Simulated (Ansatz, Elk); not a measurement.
# NaHCl2: X-ray structure factors from the self-consistent density

Structure refinements treat a crystal as free atoms side by side. For a made-up structure of NaHCl2 (cell and positions from a PBE relaxation) the runs below show what the calculated density changes in F(hkl).

Method: DFT, PBE, all-electron APW+lo, Dirac cores, scalar-relativistic bands, static density, no spin, in Elk 11.2.3 (patched build).

The structure was built from a prototype and need not be the compound's stable phase.

## (1) The structure

Symmetry: R-3m, No. 166, trigonal system. Conventional cell: a = 4.333 Å, b = 4.333 Å, c = 17.774 Å, α = 90.00°, β = 90.00°, γ = 120.00°. Cl has 1 H at 1.56 Å and 3 Na at 2.87 Å nearest. Nearest to Na lie 6 Cl at 2.87 Å. Nearest to H lie 2 Cl at 1.56 Å. Farther neighbours and most contacts between anions are not listed.

## (2) Ground state and structure factors

An all-electron density is needed, since X-rays see the cores too. Task 0 finds the density and task 195 Fourier-transforms it; tshift is off so that phases refer to the origin typed.

The input, elk.in:

```
tasks
  0
  195

xctype
  20

spinpol
  .false.

rgkmax
  7.0

gmaxvr
  14.0

lmaxo
  7

lmaxapw
  8

swidth
  0.002

tshift
  .false.

ramdisk
  .false.

hmaxvr
  5.5

maxscl
  120

epspot
  1e-06

sppath
  './'

avec
  4.09401943308 2.36368322175 11.19596450491
  -4.09401943308 2.36368322175 11.19596450491
  0.00000000000 -4.72736644351 11.19596450491

atoms
  3
  'Cl.in'
  2
  0.5877991585 0.5877991585 0.5877991585   0.000000 0.000000 0.000000
  0.4122008415 0.4122008415 0.4122008415   0.000000 0.000000 0.000000
  'Na.in'
  1
  -0.0000000000 -0.0000000000 -0.0000000000   0.000000 0.000000 0.000000
  'H.in'
  1
  0.5000000000 0.5000000000 0.5000000000   0.000000 0.000000 0.000000

ngridk
  6 6 6
```

Launch:

```console
$ OMP_NUM_THREADS=4 elk
```

Numbers of over 12 decimals in the logs are rounded to 6 here.

Log:

```text
┌─────────────────────────┐
│ Elk code version 11.2.3 │
└─────────────────────────┘

All units are atomic (Hartree, Bohr, etc.)

┌─────────────────────────────────────────────────┐
│ Ground-state run starting from atomic densities │
└─────────────────────────────────────────────────┘

Lattice vectors :
   4.094019433       2.363683222       11.19596450
  -4.094019433       2.363683222       11.19596450
   0.000000000      -4.727366444       11.19596450

Reciprocal lattice vectors :
  0.7673614415      0.4430363348      0.1870669652
 -0.7673614415      0.4430363348      0.1870669652
  0.6220610258E-17 -0.8860726696      0.1870669652

Unit cell volume      :    650.0577429
Brillouin zone volume :   0.3815818151

Muffin-tin inner radius fraction :   0.1000000000E-01

Nuclei treated as point charges

Species : 1 (Cl)
 parameters loaded from : Cl.in
 name : chlorine
 nuclear charge    :   -17.00000000
 electronic charge :    17.00000000
 atomic mass :    64626.86550
 muffin-tin radius :    1.771604258
 number of radial points in muffin-tin :    793
 inner part over the whole radius :   0.9880363081E-02
 number on inner part of muffin-tin    :    551
 approximate nuclear radius :   0.6305718926E-04
 number of mesh points to nuclear radius :    256
 atomic positions (lattice), magnetic fields (Cartesian) :
  1 :  -0.41220084 -0.41220084 -0.41220084    0.00000000  0.00000000  0.00000000
  2 :   0.41220084  0.41220084  0.41220084    0.00000000  0.00000000  0.00000000

Species : 2 (Na)
 parameters loaded from : Na.in
 name : sodium
 nuclear charge    :   -11.00000000
 electronic charge :    11.00000000
 atomic mass :    41907.78703
 muffin-tin radius :    2.200000000
 number of radial points in muffin-tin :    793
 inner part over the whole radius :   0.9883648912E-02
 number on inner part of muffin-tin    :    551
 approximate nuclear radius :   0.5574345702E-04
 number of mesh points to nuclear radius :    238
 atomic positions (lattice), magnetic fields (Cartesian) :
  1 :   0.00000000  0.00000000  0.00000000    0.00000000  0.00000000  0.00000000

Species : 3 (H)
 parameters loaded from : H.in
 name : hydrogen
 nuclear charge    :   -1.000000000
 electronic charge :    1.000000000
 atomic mass :    1837.362221
 muffin-tin radius :    1.127384528
 number of radial points in muffin-tin :    393
 inner part over the whole radius :   0.9773935731E-02
 number on inner part of muffin-tin    :    256
 approximate nuclear radius :   0.2766748019E-04
 number of mesh points to nuclear radius :     79
 atomic positions (lattice), magnetic fields (Cartesian) :
  1 :   0.50000000  0.50000000  0.50000000    0.00000000  0.00000000  0.00000000

Total number of atoms per unit cell :    4
Total muffin-tin volume :    97.18642667
 ratio of muffin-tin to unit cell volume :   0.1495042983

Spin treatment :
 spin-unpolarised

Number of Bravais lattice symmetries :   12
Number of crystal symmetries         :   12
Crystal has inversion symmetry
Real symmetric eigensolver will be used

k-point grid :      6     6     6
k-point offset :    0.000000000       0.000000000       0.000000000
k-point set is reduced with full crystal symmetry group
Total number of k-points :       32

Muffin-tin radius times maximum |G+k| :    7.000000000
 using average radius
Maximum |G+k| for APW functions       :    4.075339613
Maximum (1/2)|G+k|²                   :    8.304196481
Maximum |G| for potential and density :    14.00000000
Constant for pseudocharge density :    8
 order of it for each species :   15  15  12
 order of it for pair densities of each species (exact exchange by exxq0 0: 16) :   10  15   4
Radial integration step length :    1

G-vector grid sizes :     56    56    56
Number of G-vectors :    30133

Maximum angular momentum used for
 APW functions            :    8
 outer part of muffin-tin :    7
 inner part of muffin-tin :    2

Total nuclear charge    :   -46.00000000
Total core charge       :    22.00000000
Total valence charge    :    24.00000000
[...]
(states/Hartree/unit cell)

Estimated indirect band gap :   0.2210298323
 from k-point 32 to k-point 1
Estimated direct band gap   :   0.2218334178
 at k-point 1

Charges :
 core                        :    22.00000000
 valence                     :    24.00000000
 interstitial                :    6.871685434
 muffin-tins (core leakage)
  species : 1 (Cl)
   atom 1                    :    14.31573953     (  0.3716972279E-03)
   atom 2                    :    14.31573953     (  0.3716972279E-03)
  species : 2 (Na)
   atom 1                    :    10.00290364     ( -0.9715865712E-07)
  species : 3 (H)
   atom 1                    :   0.4939318779     (   0.000000000    )
 total in muffin-tins        :    39.12831457
 total calculated charge     :    45.99911853
 total charge                :    46.00000000
 error                       :   0.8814727355E-03

RMS change in Kohn-Sham potential (target) :    111.2880888     (  0.1000000000E-05)
Absolute change in total energy (target)   :    1.477689709     (  0.1000000000E-03)

[... loops 3 to 16 left out ...]

┌──────────────────┐
│ Loop number : 17 │
└──────────────────┘

Energies :
 Fermi                       :    -0.29004012109462E-01
 sum of occupied eigenvalues :     -608.81345818363
 electron kinetic            :      1090.8972969527
 core electron kinetic       :      1002.3048796568
 Coulomb                     :     -2105.9462317789
 Coulomb potential           :     -1607.7804398528
 nuclear-nuclear             :     -155.91056484003
 electron-nuclear            :     -2294.1972554256
 Hartree                     :      344.16158848668
 Madelung                    :     -1302.0560118525
 xc potential                :     -91.930315283605
 exchange                    :     -69.385803353990
 correlation                 :     -1.753132
 electron entropic           :    -0.48496974479518E-11
 total energy                :     -1086.1878698350

Density of states at Fermi energy :   0.5004204793E-07
 (states/Hartree/unit cell)

Estimated indirect band gap :   0.2001869471
 from k-point 1 to k-point 1
Estimated direct band gap   :   0.2001869471
 at k-point 1

Charges :
 core                        :    22.00000000
 valence                     :    24.00000000
 interstitial                :    6.985784240
 muffin-tins (core leakage)
  species : 1 (Cl)
[...]
species : 2 (Na)
[...]
species : 3 (H)
   atom 1                    :   0.5012621562     (   0.000000000    )
 total in muffin-tins        :    39.01421576
 total calculated charge     :    45.99910331
 total charge                :    46.00000000
 error                       :   0.8966943257E-03

RMS change in Kohn-Sham potential (target) :   0.9631859947E-06 (  0.1000000000E-05)
Absolute change in total energy (target)   :   0.1275518571E-05 (  0.1000000000E-03)

Convergence targets achieved

┌──────────────────┐
│ Loop number : 18 │
└──────────────────┘

Energies :
 Fermi                       :    -0.29004010405921E-01
 sum of occupied eigenvalues :     -608.81345810166
 electron kinetic            :      1090.8972970327
 core electron kinetic       :      1002.3048796758
 Coulomb                     :     -2105.9462317942
 Coulomb potential           :     -1607.7804398439
 nuclear-nuclear             :     -155.91056484003
 electron-nuclear            :     -2294.1972554632
 Hartree                     :      344.16158850908
 Madelung                    :     -1302.0560118723
 xc potential                :     -91.930315290516
 exchange                    :     -69.385803355763
 correlation                 :     -1.753132
 electron entropic           :    -0.48496974479518E-11
 total energy                :     -1086.1878697720

Density of states at Fermi energy :   0.5004204751E-07
 (states/Hartree/unit cell)

Estimated indirect band gap :   0.2001869473
 from k-point 1 to k-point 1
Estimated direct band gap   :   0.2001869473
 at k-point 1

Charges :
 core                        :    22.00000000
 valence                     :    24.00000000
 interstitial                :    6.985784236
 muffin-tins (core leakage)
  species : 1 (Cl)
   atom 1                    :    14.24828385     (  0.3728915302E-03)
   atom 2                    :    14.24828385     (  0.3728915302E-03)
  species : 2 (Na)
   atom 1                    :    10.01638591     ( -0.9715865668E-07)
  species : 3 (H)
   atom 1                    :   0.5012621566     (   0.000000000    )
 total in muffin-tins        :    39.01421576
 total calculated charge     :    45.99910331
 total charge                :    46.00000000
 error                       :   0.8966943288E-03

┌──────────────────────────────┐
│ Self-consistent loop stopped │
└──────────────────────────────┘

Warning : core states of species 1 leak from the muffin-tin :   0.3728915302E-03

Wrote STATE.OUT
```

Run time: 36 s. Hardware: 4 threads of Intel Xeon Platinum 8488C (Sapphire Rapids), shared host; peak memory 0.24 GiB; 1.8 min of CPU time.

SFACRHO.OUT:

```text

h k l indices transformed by vhmat matrix:
   1.000000000       0.000000000       0.000000000    
   0.000000000       1.000000000       0.000000000    
   0.000000000       0.000000000       1.000000000    

      h      k      l  multipl.   |H|            Re(F)            Im(F)           |F|

      0      0      0      1   0.0000000       45.999999      0.54266495E-16   45.999999    
      1      1      1      2  0.56120090       11.886811      0.31862732E-16   11.886811    
      0      0     -1      6  0.90560412      -15.650034     -0.22394353E-16   15.650034    
     -1     -1      0      6  0.96182170       22.236388      0.11458267E-15   22.236388    
     -2     -2     -2      2   1.1224018      -16.723409     -0.19181142E-15   16.723409    
     -2     -1     -1      6   1.1597541      -6.1709847      0.18610102E-15   6.1709847    
     -2     -1     -2      6   1.2884006       30.767021     -0.11213792E-15   30.767021    
     -1      0      1      6   1.5347229       30.502243     -0.46418758E-16   30.502243    
     -2     -3     -2      6   1.5810861       23.960098     -0.22494929E-15   23.960098    
     -1      0     -2     12   1.6341116       9.0593374      0.10221766E-14   9.0593374    
     -3     -3     -3      2   1.6836027       1.8437758     -0.24678278E-15   1.8437758    
     -3     -2     -3      6   1.7391791       1.6097789      0.48204564E-15   1.6097789    
      1     -1      1      6   1.7819913      -10.385846      0.49948908E-16   10.385846    
      0      0     -2      6   1.8112082       16.673369      0.53040977E-16   16.673369    
      3      1      2     12   1.9013574      -12.067977     -0.56843359E-16   12.067977    
      2      2      0      6   1.9236434      -4.2077938     -0.12925681E-15   4.2077938    
     -1     -1     -3      6   2.0038339       24.237818     -0.11756753E-15   24.237818    
     -4     -3     -3      6   2.0699106       20.451905      0.14339797E-14   20.451905
```

Elk indexes on the primitive cell of elk.in and gives |H| = 4π sin θ/λ in inverse bohr. Below, one row stands for each form hkl of the conventional cell (m members, Friedel mates merged), F is for one primitive cell and the density is static (no thermal factor). Free-atom factors are Waasmaier and Kirfel's, and R is Σm||F|−|F'||/Σm|F|.

```
   hkl   m  sin θ/λ (Å⁻¹)  abs F, DFT  neutral atoms   diff.
   003   2          0.084      11.887         11.794  +0.093
   101   6          0.136      15.650         15.422  +0.228
   012   6          0.145      22.236         22.171  +0.066
   006   2          0.169      16.723         16.235  +0.489
   104   6          0.174       6.171          5.941  +0.230
   015   6          0.194      30.767         30.521  +0.246
   110   6          0.231      30.502         30.541  -0.039
   107   6          0.238      23.960         23.872  +0.089
   113  12          0.246       9.059          9.132  -0.073
   009   2          0.253       1.844          1.958  -0.114
   018   6          0.262       1.610          1.669  -0.059
   021   6          0.268      10.386         10.362  +0.024
   202   6          0.272      16.673         16.720  -0.047
   116  12          0.286      12.068         12.045  +0.023
   024   6          0.289       4.208          4.304  -0.096
   205   6          0.301      24.238         24.330  -0.092
1 0 10   6          0.311      20.452         20.454  -0.003
   027   6          0.331      19.850         19.825  +0.026
0 1 11   6          0.337      11.389         11.376  +0.013
0 0 12   2          0.338      23.345         23.434  -0.090
   119  12          0.343       1.656          1.630  +0.025
   208   6          0.349       1.118          1.167  -0.049
```

## (3) The highest occupied states alone

An energy window below the Fermi level keeps the highest occupied states, to see at which angles they scatter; shallow core shells can lie inside it and anion s states outside. No new self-consistency is needed.

Edit elk.in of step 2 so:

```diff
@@ -1,3 +1,2 @@
 tasks
-  0
   195
@@ -40,2 +39,5 @@
 
+wsfac
+  -0.396500 0.271000
+
 sppath
```

Launch:

```console
$ OMP_NUM_THREADS=4 elk
```

Log:

```text
┌─────────────────────────────────┐
│ Elk code version 11.2.3 started │
└─────────────────────────────────┘

Info(readinput): the functional depends on the density's gradient
 muffin-tin radial points multiplied by    2.00000
 (not where nrmtscf is given)

┌────────────────────┐
│ Current task : 195 │
└────────────────────┘
Info(checkmt): changed muffin-tin radius of species 1 (Cl) from   2.2000 to   1.7716
Info(checkmt): changed muffin-tin radius of species 3 (H) from   1.4000 to   1.1274

Info(sfacrho): density structure factors written to SFACRHO.OUT

 Energy window :  -0.3965000000      0.2710000000

┌──────────────────┐
│ Elk code stopped │
└──────────────────┘
```

It took 5.2 s on 4 threads; peak memory 0.16 GiB.

States within 10 eV below the Fermi level hold 12.00 electrons; any levels below the window count with the cores. Their amplitudes can exceed the total, where window and core parts have opposite phase:

```
hkl  sin θ/λ (Å⁻¹)  abs F, window  abs F, all
003          0.084          0.578      11.887
101          0.136          5.790      15.650
012          0.145          3.078      22.236
006          0.169          4.500      16.723
104          0.174          2.446       6.171
015          0.194          3.207      30.767
110          0.231          2.544      30.502
107          0.238          1.288      23.960
113          0.246          0.105       9.059
009          0.253          1.001       1.844
```

[end of part 1 of 2]

[Logs are printed without paths, hosts, clocks, repeated set-up lines and the standing remarks that a program may print on its own settings, such as how far it seeks lower states.]

[Hosts, paths, dates, database ids (printed as entryN), source tags and the programs' standing remarks are cut or masked in the printed files.]
